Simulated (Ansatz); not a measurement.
**YbH3 (Fm-3m): the cell at rest**

Wanted: the relaxed cell of YbH3 (Fm-3m).

Program: Ansatz 0.2.0. Level of theory: DFT PBE, scalar-relativistic, plane waves, PAW. Results are calculated unless marked as measured.

Most raw output is cut from this account.

## Step 1: The structure

The structure is cubic, space group Fm-3m (No. 225). The conventional cell has a = 5.210 Å, b = 5.210 Å, c = 5.210 Å, α = 90.00°, β = 90.00°, γ = 90.00°. Yb has 14 H at 2.26 to 2.60 Å nearest. Nearest to H lie 4 Yb at 2.26 Å and 4 H at 2.26 Å. Nearest to H lie 8 H at 2.26 Å and 6 Yb at 2.60 Å. Farther neighbours are not listed.

## Step 2: A coarse first look

First a cheap look: the gap decides the mesh and the occupations, the pressure tells how far the cell has to move.

Input file input.yaml:

```yaml
crystal:
  lattice:
    - [0.0, 2.604971, 2.604971]
    - [2.604971, 0.0, 2.604971]
    - [2.604971, 2.604971, 0.0]
  atoms:
    - { symbol: Yb, position: [0.0, 0.0, 0.0] }
    - { symbol: H, position: [0.75, 0.75, 0.75] }
    - { symbol: H, position: [0.25, 0.25, 0.25] }
    - { symbol: H, position: [0.5, 0.5, 0.5] }
kpoints:
  mp_grid: { grid: [6, 6, 6] }
hamiltonian:
  xc: pbe
scf:
  occupations: { method: gaussian, width: 0.1 }
output:
  forces: true
  stress: true
  eigenvalues: true
```

Run with:

```bash
ansatz run input.yaml --threads 8 --pin off --max-ram 14336MiB --backend cpu --events-out ev --progress --plain --runs-dir out
```

Elapsed: 0.44 s, on 8 threads of Intel Xeon Platinum 8259CL at 2.50GHz (Skylake/Cascade Lake), shared host; peak memory 0.36 GiB.

This step gave:

| Quantity | Value |
| --- | --- |
| pressure | -5.377 GPa |
| volume per atom | 8.839 Å³ |
| gap on the k-mesh | 0 eV |

The coarse mesh shows no gap and a pressure of -5.4 GPa.

## Step 3: Relaxation

Harmonic phonons are second derivatives at a point where the forces vanish, and they are wanted at zero stress, so atoms and cell are relaxed first.

Changes to input.yaml since step 2:

```diff
@@ -11,3 +11,3 @@
 kpoints:
-  mp_grid: { grid: [6, 6, 6] }
+  mp_grid: { grid: [14, 14, 14] }
 hamiltonian:
@@ -20 +20,6 @@
   eigenvalues: true
+relax:
+  adjacent_minimum: "off"
+  f_tol: 0.005
+  max_steps: 80
+  cell: { stress_tol: 0.05 }
```

The job ended after 4.7 s (8 threads; peak memory 0.5 GiB; 28 s of CPU time).

Step by step:

```tsv
step	energy less that of the first step (eV)	largest force component (eV/Å)	pressure (GPa)	volume (Å³)
1	0.0000	0.0000	-5.40	35.35
2	0.0012	0.0000	7.42	30.43
3	-0.0472	0.0000	-0.69	33.10
4	-0.0481	0.0000	0.08	32.79
5	-0.0481	0.0000	0.00	32.83
6*	-0.0457	0.0000	-0.05	32.83
```

Relaxation steps marked * repeat the geometry before them on a plane-wave basis chosen anew for their cell, so energy and pressure can jump there. Relaxation step 2 was tried and not accepted.

Forces are held to the 48 operations that the run works with; a distortion that breaks them can't arise in this run.

```tsv
conventional cell, symmetrised	before	after	change
a (Å)	5.210	5.083	-2.4 %
b (Å)	5.210	5.083	-2.4 %
c (Å)	5.210	5.083	-2.4 %
volume (Å³/atom)	8.84	8.21	-7.2 %
```

The relaxed structure:

```xyz
4
Lattice="0.0000 2.5413 2.5413 2.5413 0.0000 2.5413 2.5413 2.5413 0.0000" Properties=species:S:1:pos:R:3 pbc="T T T"
Yb    0.0000    0.0000    0.0000
H     3.8120    3.8120    3.8120
H     1.2707    1.2707    1.2707
H     2.5413    2.5413    2.5413
```

This step gave:

- pressure: -0.04780 GPa
- volume per atom: 8.206 Å³

In this step the volume went from 8.84 to 8.21 Å³/atom.

## Step 4: Relaxing to small forces for the phonons

Phonons need a cell at rest on their own settings, so the relaxation is repeated with tight tolerances on forces and stress, using the mesh and the filling of the phonon run that follows.

Input file input.yaml:

```yaml
crystal:
  lattice:
    - [0.0, 2.5413242959, 2.5413242959]
    - [2.5413242959, 0.0, 2.5413242959]
    - [2.5413242959, 2.5413242959, 0.0]
  atoms:
    - { symbol: Yb, position: [0.0, 0.0, 0.0] }
    - { symbol: H, position: [0.75, 0.75, 0.75] }
    - { symbol: H, position: [0.25, 0.25, 0.25] }
    - { symbol: H, position: [0.5, 0.5, 0.5] }
kpoints:
  mp_grid: { grid: [16, 16, 16] }
hamiltonian:
  xc: pbe
scf:
  occupations: { method: methfessel_paxton, width: 0.2 }
output:
  forces: true
  stress: true
  eigenvalues: true
relax:
  adjacent_minimum: "off"
  f_tol: 0.001
  max_steps: 60
  cell: { stress_tol: 0.01 }
```

Elapsed: 5.5 s, on 8 threads; peak memory 0.49 GiB.

The steps of the relaxation:

```tsv
step	energy less that of the first step (eV)	largest force component (eV/Å)	pressure (GPa)	volume (Å³)
1	0.0000	0.0000	-0.50	32.83
2	-0.0003	0.0000	0.69	32.38
3	-0.0005	0.0000	-0.01	32.63
4*	-0.0003	0.0000	-0.01	32.63
5	-0.0003	0.0000	0.00	32.63
6*	-0.0003	0.0000	0.00	32.63
```

Relaxation steps marked * repeat the geometry before them on a plane-wave basis chosen anew for their cell, so energy and pressure can jump there. Relaxation step 2 was tried and not accepted.

Forces are held to the 48 operations that the run works with; a distortion that breaks them can't arise in this run.

```tsv
conventional cell, symmetrised	before	after	change
a (Å)	5.083	5.073	-0.2 %
b (Å)	5.083	5.073	-0.2 %
c (Å)	5.083	5.073	-0.2 %
volume (Å³/atom)	8.21	8.16	-0.6 %
```

The relaxed structure:

```xyz
4
Lattice="0.0000 2.5363 2.5363 2.5363 0.0000 2.5363 2.5363 2.5363 0.0000" Properties=species:S:1:pos:R:3 pbc="T T T"
Yb    0.0000    0.0000    0.0000
H     3.8044    3.8044    3.8044
H     1.2681    1.2681    1.2681
H     2.5363    2.5363    2.5363
```

Numbers from this step:

| Item | Value |
| --- | --- |
| pressure | -2.93e-4 GPa |
| volume per atom | 8.158 Å³ |

The forces vanish by symmetry and the pressure is 0.000 GPa, within the tolerances set. The cell now holds 8.16 Å³/atom.

## Step 5: Outcome

| Quantity | Value |
| --- | --- |
| space group after relaxation (within 0.01 Å) | Fm-3m |
| lattice constant a | 5.073 Å |
| lattice constant b | 5.073 Å |
| lattice constant c | 5.073 Å |
| volume per atom | 8.16 Å³ |

What this shows: The forces vanish by symmetry and the pressure is 0.000 GPa, within the tolerances set. The cell now holds 8.16 Å³/atom. The relaxation keeps the symmetry of its start, so it says nothing on stability against lower symmetry. The runs are without spin polarisation, although the cell has an odd electron count. The 4f shell is treated without a U, so valence and screening may be off. Spin-orbit coupling is left out, which can matter for the heavy elements here.

[Logs are printed without paths, hosts, clocks, repeated set-up lines and the standing remarks that a program may print on its own settings, such as how far it seeks lower states.]

[Hosts, paths, dates, database ids (printed as entryN), source tags and the programs' standing remarks are cut or masked in the printed files.]
